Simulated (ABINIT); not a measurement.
Records of electronic-structure calculations.

```
Beyond one shot: KZnF3 (Pm-3m)
1.0
     4.05000    0.00000    0.00000
     0.00000    4.05000    0.00000
     0.00000    0.00000    4.05000
K Zn F
1 1 3
Direct
  0.00000 0.00000 0.00000
  0.50000 0.50000 0.50000
  0.50000 0.50000 0.00000
  0.00000 0.50000 0.50000
  0.50000 0.00000 0.50000
# method: RPA screening on LDA from quasiparticle energies and orbitals, plane waves, norm-conserving pseudopotentials (and 4 further levels or steps)
# program: ABINIT 10.8.3
# settings: cutoff 36 Ha, PseudoDojo scalar-relativistic 0.4.1 standard, norm-conserving, ngkpt (2, 2, 2), nband 52, ecuteps 3.2 Ha, gwcalctyp 28, inclvkb 2, shiftk (0, 0, 0), symchi 1, awtr 1, frequency ppm, cycle 9, q points all but q = 0, 2×2×2 k-mesh
# cost: 28 runs, 3 min in all on 4 MPI ranks of Arm Neoverse V2, shared host
# notes: The cell and positions come from the Crystallography Open Database and are kept as given unless a step says otherwise. Limits: d shell near the gap, gap tends to lie low. The 2×2×2 mesh is coarse for this cell, which bears on the long-range parts of exchange and screening.
# G0W0: 8.346 eV
# QSGW, cycle 1: 8.912 eV
# QSGW, cycle 2: 10.048 eV
# QSGW, cycle 3: 10.253 eV
# QSGW, cycle 4: 10.214 eV
# QSGW, cycle 5: 10.134 eV
# QSGW, cycle 6: 10.071 eV
# QSGW, cycle 7: 10.032 eV
# QSGW, cycle 8: 10.010 eV
# QSGW, cycle 9: 10.000 eV
# known limits: short of the basis limit; d shell near the gap, gap tends to lie low; coarse k mesh
```

[Long decimals in the printed logs are rounded to 6 places.]

[Logs are printed without paths, hosts, clocks, repeated set-up lines and the standing remarks that a program may print on its own settings, such as how far it seeks lower states.]

[Paths, hosts, dates, memory and timing lines, banners, echoed tables and standing remarks are left out of the program output; an Ansatz launch command may be rebuilt from the run's recorded settings. Measured values are a selection of at most five: reports struck by readers or far from the other reports are left out. None is set beside runs whose start may be inverted or whose files or cutoffs have a known fault.]

[Runs of the session that timed out or met a known fault of the program may be left out.]

[Hosts, paths, dates, database ids (printed as entryN), source tags and the programs' standing remarks are cut or masked in the printed files.]

[G0W0 gaps are taken among the corrected bands and points alone; a level outside them can change the order at an edge.]

[Where Ansatz stands beside ABINIT at settings called matched, ABINIT's density can come from a denser mesh and the files from another edition; pairs whose starting gaps differed by over 0.03 eV were left out, so agreement reads better than it is.]
